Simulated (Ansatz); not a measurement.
**Σ3 (112) boundary in fcc Rh: structure and resistance**

Wanted: what the Σ3 (112) boundary in fcc Rh costs an interconnect.

Calculated with Ansatz 0.2.0; Ansatz plane-wave DFT, PBEsol, PAW files; relaxation of a bicrystal slab with its lowest layers held; PAW set soft_1, in the first sound run; inputs show where later runs differ.

This is a report of a sequence of runs, with most program output left out.

**1. Starting point**

The cell holds 24 atoms: 24 Rh. Cell: a = 2.689 Å, b = 6.587 Å, c = 29.631 Å, α = 90.0°, β = 90.0°, γ = 90.0°. It derives from Rh. built on the (1 1 2) plane; 2 overlapping atoms removed and the grains opened by 0 Å. Vacuum lies along c.

**2. Relaxing the bicrystal**

The boundary is built by mirroring the lower grain in the boundary plane and removing any atoms that overlap. A thin bicrystal slab is relaxed first, with the lowest layers held and the upper grain free to shift and open.

The input, input.yaml:

```yaml
crystal:
  lattice:
    - [2.6891977995, 0.0, 0.0]
    - [0.0, 6.5871624263, 0.0]
    - [0.0, 0.0, 29.6313088808]
  atoms:
    - { symbol: Rh, position: [0.9999999998, 0.3333333334, 0.1687404367] }
    - { symbol: Rh, position: [0.4999999998, 0.0, 0.19493923] }
    - { symbol: Rh, position: [0.9999999999, 0.6666666667, 0.2211380233] }
    - { symbol: Rh, position: [0.4999999999, 0.3333333334, 0.2473368166] }
    - { symbol: Rh, position: [0.9999999999, 0.0, 0.2735356099] }
    - { symbol: Rh, position: [0.4999999999, 0.6666666667, 0.2997344032] }
    - { symbol: Rh, position: [0.9999999999, 0.3333333334, 0.3259331965] }
    - { symbol: Rh, position: [0.4999999999, 0.0, 0.3521319898] }
    - { symbol: Rh, position: [1.0, 0.6666666667, 0.3783307831] }
    - { symbol: Rh, position: [0.5, 0.3333333333, 0.4045295764] }
    - { symbol: Rh, position: [0.0, 0.0, 0.4307283697] }
    - { symbol: Rh, position: [1.0, 0.6666666667, 0.4831259563] }
    - { symbol: Rh, position: [0.4999999999, 0.0, 0.5093247496] }
    - { symbol: Rh, position: [0.9999999999, 0.3333333334, 0.5355235429] }
    - { symbol: Rh, position: [0.4999999999, 0.6666666667, 0.5617223362] }
    - { symbol: Rh, position: [0.9999999999, 0.0, 0.5879211295] }
    - { symbol: Rh, position: [0.4999999999, 0.3333333334, 0.6141199229] }
    - { symbol: Rh, position: [0.9999999999, 0.6666666667, 0.6403187162] }
    - { symbol: Rh, position: [0.4999999998, 0.0, 0.6665175095] }
    - { symbol: Rh, position: [0.9999999998, 0.3333333334, 0.6927163028] }
    - { symbol: Rh, position: [0.4999999998, 0.6666666667, 0.7189150961] }
    - { symbol: Rh, position: [0.9999999998, 1.0e-10, 0.7451138894] }
    - { symbol: Rh, position: [0.4999999998, 0.3333333334, 0.7713126827] }
    - { symbol: Rh, position: [0.9999999997, 0.6666666667, 0.797511476] }
kpoints:
  mp_grid: { grid: [9, 4, 1] }
hamiltonian:
  xc: pbesol
  pseudopotentials: { kind: paw, azcp: { folder: soft_1 }, xc_functional: pbe }
scf:
  occupations: { method: fermi_dirac, width: 0.1 }
relax:
  f_tol: 0.03
  max_steps: 80
  constraints: [{ sites: [0, 1, 2, 3] }]
```

The run is started by

```sh
ansatz run input.yaml --threads 4 --pin off --max-ram 15360MiB --backend cpu --events-out ev --progress --plain --runs-dir out
```

It took 8 min on 4 threads of Intel Xeon Platinum 8259CL at 2.50GHz (Skylake/Cascade Lake), shared host; peak memory 3.2 GiB.

Step by step:

```csv
step,energy less that of the first step (eV),largest force component (eV/Å)
1,0.0000,1.1300
2,-0.3590,0.4187
3,-0.7011,0.3690
4,-1.0009,0.2381
5,-1.2057,0.1607
6,-1.3316,0.0918
7,-1.4190,0.1139
8,-1.4817,0.1593
9,-1.5368,0.2058
10,-1.5701,0.0930
11,-1.5759,0.0521
12,-1.5766,0.0166
```

Forces are held to the 2 operations that the run works with; a distortion that breaks them can't arise in this run.

The atoms that moved most (Å):

```csv
atom,dx,dy,dz,length
Rh24,0.000,-1.152,-0.904,1.464
Rh23,0.000,-1.080,-0.852,1.376
Rh20,0.000,-1.082,-0.792,1.341
Rh21,0.000,-1.064,-0.772,1.314
Rh17,0.000,-1.054,-0.751,1.294
Rh14,0.000,-1.028,-0.771,1.285
Rh18,0.000,-1.062,-0.713,1.279
Rh15,0.000,-1.063,-0.709,1.278
```

Final coordinates:

```cif
data_structure
_symmetry_space_group_name_H-M 'P 1'
_symmetry_Int_Tables_number 1
_cell_length_a 2.6892
_cell_length_b 6.5872
_cell_length_c 29.6313
_cell_angle_alpha 90.000
_cell_angle_beta 90.000
_cell_angle_gamma 90.000
_cell_volume 524.89
loop_
_atom_site_label
_atom_site_type_symbol
_atom_site_fract_x
_atom_site_fract_y
_atom_site_fract_z
_atom_site_occupancy
Rh1 Rh 0.00000 0.33333 0.16874 1
Rh2 Rh 0.50000 0.00000 0.19494 1
Rh3 Rh 0.00000 0.66667 0.22114 1
Rh4 Rh 0.50000 0.33333 0.24734 1
Rh5 Rh 0.00000 0.99655 0.27162 1
Rh6 Rh 0.50000 0.66575 0.29885 1
Rh7 Rh 0.00000 0.33457 0.32320 1
Rh8 Rh 0.50000 0.99962 0.34939 1
Rh9 Rh 0.00000 0.67005 0.37732 1
Rh10 Rh 0.50000 0.33095 0.40030 1
Rh11 Rh 0.00000 0.00930 0.42580 1
Rh12 Rh 0.00000 0.51893 0.46171 1
Rh13 Rh 0.50000 0.83814 0.48946 1
Rh14 Rh 0.00000 0.17723 0.50949 1
Rh15 Rh 0.50000 0.50527 0.53781 1
Rh16 Rh 0.00000 0.84061 0.56606 1
Rh17 Rh 0.50000 0.17339 0.58877 1
Rh18 Rh 0.00000 0.50545 0.61626 1
Rh19 Rh 0.50000 0.83703 0.64317 1
Rh20 Rh 0.00000 0.16905 0.66600 1
Rh21 Rh 0.50000 0.50514 0.69287 1
Rh22 Rh 0.00000 0.83836 0.72181 1
Rh23 Rh 0.50000 0.16931 0.74256 1
Rh24 Rh 0.00000 0.49175 0.76701 1
```

Numbers from this step:

```
free energy             : -152123.9579 eV
energy at zero smearing : -152123.3763 eV
Fermi energy            : 12.14 eV
```

The largest force component on a free atom ends at 0.017 eV/Å, under the tolerance of 0.03, after 12 steps.

**3. Transmission across the boundary**

Bulk layers of each grain are laid under and over the relaxed boundary, and a lead is named in the middle of each, away from the free faces. The mesh across the current, 24×10, is finer than the density's, because channels open and close sharply across the zone. Energies from -0.1 to 0.1 eV in steps of 0.05 eV are too few for the program's thermal sum, so it prints no conductance; for a metal the transmission near the Fermi level serves, at a fraction of the cost.

This step: Ansatz plane-wave DFT, PBEsol, PAW files; ballistic transport by layer matching (Landauer), zero bias; boundary relaxed in a short slab, bulk layers laid on; PAW set soft_1 (Ansatz 0.2.0).

System of this step: Σ3 (112) boundary in fcc Rh. The cell holds 55 atoms: 55 Rh. Cell: a = 2.689 Å, b = 6.587 Å, c = 49.984 Å, α = 90.0°, β = 90.0°, γ = 90.0°. It derives from Rh. Regions: lower grain, 22 atoms (22 Rh); boundary, 15 atoms (15 Rh); upper grain, 18 atoms (18 Rh). Vacuum lies along c.

The input, input.yaml:

```yaml
crystal:
  lattice:
    - [2.6891977995, 0.0, 0.0]
    - [0.0, 6.5871624263, 0.0]
    - [0.0, 0.0, 49.9839314921]
  atoms:
    - { symbol: Rh, position: [-14.5000000004, 9.6666666668, 0.0800257179] }
    - { symbol: Rh, position: [-14.0000000004, 9.3333333335, 0.0955567998] }
    - { symbol: Rh, position: [-13.5000000004, 9.0000000002, 0.1110878818] }
    - { symbol: Rh, position: [-13.0000000004, 8.6666666668, 0.1266189638] }
    - { symbol: Rh, position: [-12.5000000003, 8.3333333335, 0.1421500457] }
    - { symbol: Rh, position: [-12.0000000003, 8.0000000002, 0.1576811277] }
    - { symbol: Rh, position: [-11.5000000003, 7.6666666668, 0.1732122096] }
    - { symbol: Rh, position: [-11.0000000003, 7.3333333335, 0.1887432916] }
[... 43 atom lines left out ...]
    - { symbol: Rh, position: [-11.5000000003, 7.5054527638, 0.8733810362] }
    - { symbol: Rh, position: [-12.0000000003, 7.8387860972, 0.8889121182] }
    - { symbol: Rh, position: [-12.5000000003, 8.1721194305, 0.9044432002] }
    - { symbol: Rh, position: [-13.0000000003, 8.5054527639, 0.9199742821] }
kpoints:
  mp_grid: { grid: [9, 4, 1] }
hamiltonian:
  xc: pbesol
  pseudopotentials: { kind: paw, azcp: { folder: soft_1 }, xc_functional: pbe }
scf:
  occupations: { method: fermi_dirac, width: 0.1 }
output:
  transmission:
    leads: [[12, 13], [44, 45]]
    kmesh: [24, 10]
    e_range: [-0.1, 0.1]
    de: 0.05
  write_potential: true
  write_density: true
  volumetric_format: npy
  elf: true
```

Elapsed: 12 min, on 4 threads; peak memory 10 GiB; 43 min of CPU time.

Numbers from this step:

* free energy: -348626.7635 eV
* energy at zero smearing: -348625.4958 eV
* Fermi energy: 18.28 eV
* cell area: 17.71 Å²
* transmission per spin nearest the Fermi level: 2.686
* open channels per spin nearest the Fermi level: 5.192
* open channels per spin, upper lead: 5.175
* step of the lead's potential: 15.5 meV
* step of the upper lead's potential: 17.5 meV

Per spin. Table of transmission, zone mean by energy, zero at the Fermi level:

```csv
energy (eV),"transmission, zone mean"
-0.1000,2.69
-0.0500,2.63
0.0000,2.69
0.0500,2.74
0.1000,2.84
```

Per spin. Table of open channels, zone mean by energy, zero at the Fermi level:

```csv
energy (eV),lead,upper lead
-0.1000,5.2,5.18
-0.0500,5.13,5.11
0.0000,5.19,5.17
0.0500,5.19,5.21
0.1000,5.26,5.24
```

Transmission over k1 and k2. At 0.0000 eV from the Fermi level.

Values, 10 rows by 16 columns, each cell a mean:
```
1.09 0.87 1.52 1.68 1.91 1.84 2.02 1.71 2.44 1.97 1.88 1.86 1.92 1.47 1.31 1.11
1.45 1.33 2.12 1.86 2.21 2.52 2.54 3.58 3.87 3.46 2.25 2.57 1.98 1.81 1.97 1.39
4.03 3.27 3.67 2.39 2.75 1.86 3.91 3.82 3.99 3.84 3.25 1.85 2.91 2.49 3.79 3.61
4.01 3.49 3.84 3.16 3.27 3.74 3.65 4.66 4.18 4.52 3.51 3.52 3.24 3.09 3.92 3.73
3.95 3.46 3.74 3.37 2.87 3.96 4.24 4.62 4.72 4.74 3.94 3.95 2.62 3.53 3.59 3.68
4.01 3.49 3.84 3.16 3.27 3.74 3.65 4.66 4.18 4.52 3.51 3.52 3.24 3.09 3.92 3.73
4.03 3.27 3.67 2.39 2.75 1.86 3.91 3.82 3.99 3.84 3.25 1.85 2.91 2.49 3.79 3.61
1.45 1.33 2.12 1.86 2.21 2.52 2.54 3.58 3.87 3.46 2.25 2.57 1.98 1.81 1.97 1.39
1.09 0.87 1.52 1.68 1.91 1.84 2.02 1.71 2.44 1.97 1.88 1.86 1.92 1.47 1.31 1.11
0.67 0.72 0.25 1.45 1.99 1.72 0.99 0.95 2.59 1.01 1.17 1.82 2.03 0.86 0.19 1.36
```
Columns: k1 (b1) from -0.5 to 0.458; rows upwards: k2 (b2) from -0.5 to 0.4.

Open channels over k1 and k2. At 0.0000 eV from the Fermi level.

Values, 10 rows by 16 columns, each cell a mean:
```
4.00 2.67 3.67 3.67 4.00 4.00 4.33 4.33 5.33 4.67 4.00 4.00 4.00 3.33 3.33 3.33
4.00 4.00 4.67 4.00 4.33 5.00 4.67 6.00 6.67 6.00 4.33 5.00 4.00 4.00 4.67 4.00
6.00 5.33 7.67 4.33 4.67 4.67 7.00 7.00 7.00 7.00 6.33 4.33 4.67 4.67 7.67 5.67
6.00 6.00 8.00 5.33 5.00 5.67 6.67 8.00 7.33 8.00 6.00 5.33 5.00 5.67 8.00 6.00
6.00 6.00 8.00 6.67 4.67 6.00 7.33 8.00 8.00 8.00 6.67 6.00 4.67 7.33 7.33 6.00
6.00 6.00 8.00 5.33 5.00 5.67 6.67 8.00 7.33 8.00 6.00 5.33 5.00 5.67 8.00 6.00
6.00 5.33 7.67 4.33 4.67 4.67 7.00 7.00 7.00 7.00 6.33 4.33 4.67 4.67 7.67 5.67
4.00 4.00 4.67 4.00 4.33 5.00 4.67 6.00 6.67 6.00 4.33 5.00 4.00 4.00 4.67 4.00
4.00 2.67 3.67 3.67 4.00 4.00 4.33 4.33 5.33 4.67 4.00 4.00 4.00 3.33 3.33 3.33
2.67 2.67 2.00 3.33 4.00 4.00 4.00 4.00 5.33 4.00 4.00 4.00 4.00 2.67 2.00 3.33
```
Columns: k1 (b1) from -0.5 to 0.458; rows upwards: k2 (b2) from -0.5 to 0.4.

Electrostatic potential energy in the cb plane at fractional x = 0.000, with atoms of Rh within 0.2 Å of it. With pseudopotentials it is smooth inside the atoms' cores, unlike the true potential.

Ten even steps from '0' (-59 eV) to '9' (23 eV), each cell a mean:
```
98755799999999865689999999975568999999999999
97311489999998621259999999841137999999999999
96100279999998400048999999730016999999999999
97200389999998510158999999841026999999999999
98644689999999753479999999974358999999999999
99888898899999988899899999998889989999999999
99999975579999999986557999999998656899999999
99999841137999999972114899999985212699999999
99999720026999999951003799999984001589999999
99999830027999999962014899999985102589999999
99999964468999999985347999999997435899999999
99999998889989999998889988999999888999999999
58999999998556899999998755799999999999999999
15899999985102699999997311489999999999999999
03899999983001589999996200279999999999999999
14899999984102699999997300379999999999999999
47999999997435899999998644689999999999999999
89989999999888998999999988899899999999999999
```
Columns run along c (16.0 Å, from fractional 0.68 to 1.00 of the cell; values clipped at the 3rd and 97th percentile), rows up along b (6.6 Å). Atoms in or near the plane, at fractional coordinates: Rh at (0.70, 0.84), Rh at (0.73, 0.51), Rh at (0.76, 0.17), Rh at (0.80, 0.84), Rh at (0.83, 0.51), Rh at (0.86, 0.17), Rh at (0.89, 0.84), Rh at (0.92, 0.51).

ELF in the cb plane at fractional x = 0.000, with atoms of Rh within 0.2 Å of it. It is the smooth field of the valence electrons, not physical close to the nuclei.

Values, 10 rows by 16 columns, each cell a mean:
```
0.29 0.51 0.24 0.24 0.26 0.40 0.42 0.21 0.26 0.26 0.49 0.31 0.14 0.02 0.00 0.00
0.38 0.71 0.31 0.27 0.25 0.57 0.58 0.25 0.26 0.31 0.70 0.40 0.13 0.03 0.00 0.00
0.27 0.46 0.26 0.26 0.21 0.38 0.38 0.26 0.23 0.23 0.46 0.30 0.16 0.07 0.01 0.00
0.23 0.25 0.32 0.30 0.20 0.25 0.26 0.36 0.23 0.21 0.24 0.32 0.35 0.13 0.03 0.00
0.26 0.26 0.58 0.54 0.24 0.27 0.32 0.69 0.36 0.26 0.26 0.49 0.65 0.16 0.03 0.00
0.26 0.22 0.52 0.45 0.27 0.25 0.28 0.60 0.31 0.27 0.23 0.43 0.55 0.13 0.03 0.00
0.24 0.19 0.25 0.26 0.27 0.21 0.21 0.26 0.26 0.25 0.19 0.25 0.23 0.10 0.02 0.00
0.46 0.23 0.27 0.31 0.63 0.30 0.25 0.26 0.46 0.55 0.22 0.26 0.26 0.11 0.02 0.00
0.48 0.26 0.26 0.34 0.68 0.32 0.27 0.24 0.52 0.58 0.25 0.27 0.23 0.08 0.01 0.00
0.28 0.24 0.21 0.22 0.33 0.25 0.24 0.20 0.28 0.31 0.25 0.27 0.19 0.05 0.00 0.00
```
Columns run along c (16.0 Å, from fractional 0.68 to 1.00 of the cell), rows up along b (6.6 Å). Atoms in or near the plane, at fractional coordinates: Rh at (0.70, 0.84), Rh at (0.73, 0.51), Rh at (0.76, 0.17), Rh at (0.80, 0.84), Rh at (0.83, 0.51), Rh at (0.86, 0.17), Rh at (0.89, 0.84), Rh at (0.92, 0.51).

Valence density in the cb plane at fractional x = 0.000, with atoms of Rh within 0.2 Å of it. It is the smooth field of the valence electrons, not physical close to the nuclei.

Ten even steps from '0' (0 e/Å³) to '9' (13 e/Å³), each cell a mean:
```
00011000000000011100000000001100000000000000
00365200000000146410000000025630000000000000
01498300000000269720000000038951000000000000
00376200000000157510000000026740000000000000
00122000000000012100000000002210000000000000
00000000000000000000000000000000000000000000
00000001100000000000110000000000111000000000
00000025630000000003652000000001464100000000
00000038941000000015983000000002796100000000
00000026730000000004762000000001574100000000
00000002210000000001220000000000221000000000
00000000000000000000000000000000000000000000
10000000000110000000000011000000000000000000
41000000001463000000000255200000000000000000
72000000002795100000000499400000000000000000
51000000002674100000000376300000000000000000
20000000000221000000000122100000000000000000
00000000000000000000000000000000000000000000
```
Columns run along c (16.0 Å, from fractional 0.68 to 1.00 of the cell), rows up along b (6.6 Å). Atoms in or near the plane, at fractional coordinates: Rh at (0.70, 0.84), Rh at (0.73, 0.51), Rh at (0.76, 0.17), Rh at (0.80, 0.84), Rh at (0.83, 0.51), Rh at (0.86, 0.17), Rh at (0.89, 0.84), Rh at (0.92, 0.51).

Over the solved energies the transmission per spin lies between 2.63 and 2.84, out of 5.20 channels of the lead on average (up to 5.26).

**4. Specific resistance**

This step: Ansatz plane-wave DFT, PBEsol, PAW files; ballistic transport by layer matching (Landauer), zero bias; specific resistance of the boundary; PAW set soft_1 (Ansatz 0.2.0).

This step gave:

```
area resistance                      : 0.4010 fΩ m²
T over the leads' mean channel count : 0.5235
```

Averaged over the energies near the Fermi level, 52.3 % of the channels pass, which makes 0.401 fΩ m².

By hand, with T and the leads' channels N averaged over the energies near the Fermi level: RA = A (h/2e²)(1/T − ½[1/N₁ + 1/N₂]) = 17.71×10⁻²⁰ m² × 12 906 Ω × (1/2.716 − ½[1/5.195 + 1/5.183]) = 0.401 fΩ m².

**5. Single-crystal slab for reference**

The free faces cost energy too. A single-crystal slab with the same faces and held layers is relaxed, so that they cancel.

This step: Ansatz plane-wave DFT, PBEsol, PAW files; relaxation of a single-crystal slab with its lowest layers held; PAW set soft_1 (Ansatz 0.2.0).

System of this step: Rh slab, plane (1, 1, 2). The cell holds 25 atoms: 25 Rh. Cell: a = 2.689 Å, b = 6.587 Å, c = 29.631 Å, α = 90.0°, β = 90.0°, γ = 90.0°. It derives from Rh. Vacuum lies along c.

The input, input.yaml:

```yaml
crystal:
  lattice:
    - [2.6891977995, 0.0, 0.0]
    - [0.0, 6.5871624263, 0.0]
    - [0.0, 0.0, 29.6313088808]
  atoms:
    - { symbol: Rh, position: [0.9999999996, 1.0e-10, 0.1687404367] }
    - { symbol: Rh, position: [0.4999999996, 0.6666666668, 0.19493923] }
    - { symbol: Rh, position: [0.9999999996, 0.3333333334, 0.2211380233] }
    - { symbol: Rh, position: [0.4999999996, 1.0e-10, 0.2473368166] }
    - { symbol: Rh, position: [0.9999999996, 0.6666666668, 0.2735356099] }
    - { symbol: Rh, position: [0.4999999996, 0.3333333334, 0.2997344032] }
    - { symbol: Rh, position: [0.9999999997, 1.0e-10, 0.3259331965] }
    - { symbol: Rh, position: [0.4999999997, 0.6666666668, 0.3521319898] }
[... 13 atom lines left out ...]
    - { symbol: Rh, position: [0.4999999999, 0.0, 0.7189150961] }
    - { symbol: Rh, position: [1.0, 0.6666666667, 0.7451138894] }
    - { symbol: Rh, position: [0.5, 0.3333333333, 0.7713126827] }
    - { symbol: Rh, position: [0.0, 0.0, 0.797511476] }
kpoints:
  mp_grid: { grid: [9, 4, 1] }
hamiltonian:
  xc: pbesol
  pseudopotentials: { kind: paw, azcp: { folder: soft_1 }, xc_functional: pbe }
scf:
  occupations: { method: fermi_dirac, width: 0.1 }
relax:
  f_tol: 0.03
  max_steps: 80
  constraints: [{ sites: [0, 1, 2, 3] }]
```

Elapsed: 3.5 min, on 4 threads; peak memory 3.3 GiB.

Step by step:

```csv
step,energy less that of the first step (eV),largest force component (eV/Å)
1,0.0000,1.1245
2,-0.1398,0.3364
3,-0.1970,0.0707
4,-0.1973,0.0918
5,-0.1984,0.0128
```

The atoms that moved most (Å):

```csv
atom,dx,dy,dz,length
Rh25,0.000,0.100,-0.326,0.341
Rh24,0.000,0.035,-0.257,0.259
Rh22,0.000,0.019,-0.198,0.199
Rh21,0.000,0.045,-0.186,0.192
Rh19,0.000,0.021,-0.147,0.148
Rh20,0.000,0.031,-0.134,0.138
Rh18,0.000,0.019,-0.135,0.136
Rh16,0.000,0.020,-0.133,0.134
```

Final coordinates:

```cif
data_structure
_symmetry_space_group_name_H-M 'P 1'
_symmetry_Int_Tables_number 1
_cell_length_a 2.6892
_cell_length_b 6.5872
_cell_length_c 29.6313
_cell_angle_alpha 90.000
_cell_angle_beta 90.000
_cell_angle_gamma 90.000
_cell_volume 524.89
loop_
_atom_site_label
_atom_site_type_symbol
_atom_site_fract_x
_atom_site_fract_y
_atom_site_fract_z
_atom_site_occupancy
Rh1 Rh 0.00000 0.00000 0.16874 1
Rh2 Rh 0.50000 0.66667 0.19494 1
Rh3 Rh 0.00000 0.33333 0.22114 1
Rh4 Rh 0.50000 0.00000 0.24734 1
Rh5 Rh 0.00000 0.66402 0.27201 1
Rh6 Rh 0.50000 0.33227 0.29817 1
Rh7 Rh 0.00000 0.99998 0.32405 1
Rh8 Rh 0.50000 0.66735 0.34953 1
Rh9 Rh 0.00000 0.33381 0.37577 1
Rh10 Rh 0.50000 0.00023 0.40209 1
Rh11 Rh 0.00000 0.66700 0.42768 1
Rh12 Rh 0.50000 0.33462 0.45368 1
Rh13 Rh 0.00000 0.00159 0.47968 1
Rh14 Rh 0.50000 0.66876 0.50585 1
Rh15 Rh 0.00000 0.33634 0.53166 1
Rh16 Rh 0.50000 0.00311 0.55725 1
Rh17 Rh 0.00000 0.67003 0.58397 1
Rh18 Rh 0.50000 0.33621 0.60957 1
Rh19 Rh 0.00000 0.00315 0.63537 1
Rh20 Rh 0.50000 0.67134 0.66198 1
Rh21 Rh 0.00000 0.34012 0.68643 1
Rh22 Rh 0.50000 0.00290 0.71224 1
Rh23 Rh 0.00000 0.67022 0.74073 1
Rh24 Rh 0.50000 0.33865 0.76265 1
Rh25 Rh 0.00000 0.01514 0.78652 1
```

This step gave:

```yaml
free_energy: -158463.9459 eV
energy_at_zero_smearing: -158463.3567 eV
fermi_energy: 12.87 eV
```

The largest force component on a free atom ends at 0.013 eV/Å, under the tolerance of 0.03, after 5 steps.

**6. Bulk reference**

The perfect crystal gives the energy per atom, for the atoms by which bicrystal and slab differ.

This step: Ansatz plane-wave DFT, PBEsol, PAW files; bulk reference; PAW set soft_1 (Ansatz 0.2.0).

System of this step: Rh. It takes space group Fm-3m (No. 225, cubic). Conventional cell: a = 3.803 Å, b = 3.803 Å, c = 3.803 Å, α = 90.00°, β = 90.00°, γ = 90.00°. Nearest to Rh lie 12 Rh at 2.69 Å.

input.yaml, the sections that differ from step 5:

```yaml
crystal:
  lattice:
    - [0.0, 1.90155, 1.90155]
    - [1.90155, 0.0, 1.90155]
    - [1.90155, 1.90155, 0.0]
  atoms:
    - { symbol: Rh, position: [0.0, 0.0, 0.0] }
kpoints:
  mp_grid: { grid: [20, 20, 20] }
# hamiltonian, scf: as in step 5
# relax: removed
```

The job ended after 0.84 s (4 threads; peak memory 0.36 GiB; 2.3 s of CPU time).

This step gave:

```yaml
free_energy: -6338.8079 eV
energy_at_zero_smearing: -6338.7861 eV
fermi_energy: 22.25 eV
```

**7. Boundary energy**

This step: Ansatz plane-wave DFT, PBEsol, PAW files; bicrystal less single-crystal slab less bulk atoms, a boundary area; PAW set soft_1 (Ansatz 0.2.0).

This step gave:

* excess energy of the cell: 1.194 eV
* boundary energy: 1.080 J/m²

The boundary costs 1.1 J/m².

By hand: 1.19 eV / 17.71 Å² × 16.02 = 1.08 J/m².

**8. What came out**

```json
{"specific resistance of the boundary": "0.401 fΩ m²", "share of channels that pass": "0.523", "boundary energy": "1.08 J/m²"}
```

What this shows: The boundary has a specific resistance of 0.40 fΩ m² and an energy of 1.1 J/m². The boundary reflects 48 % of the channels; 0.40 fΩ m² is 4.0×10⁻¹² Ω·cm². In the relaxation the upper grain slid sideways by about 1.1 Å, so the result belongs to the position that it found, not to the starting one. One starting structure was relaxed; another shift or atom count at the boundary may lie lower.

[Logs are printed without paths, hosts, clocks, repeated set-up lines and the standing remarks that a program may print on its own settings, such as how far it seeks lower states.]

[Hosts, paths, dates, database ids (printed as entryN), source tags and the programs' standing remarks are cut or masked in the printed files.]
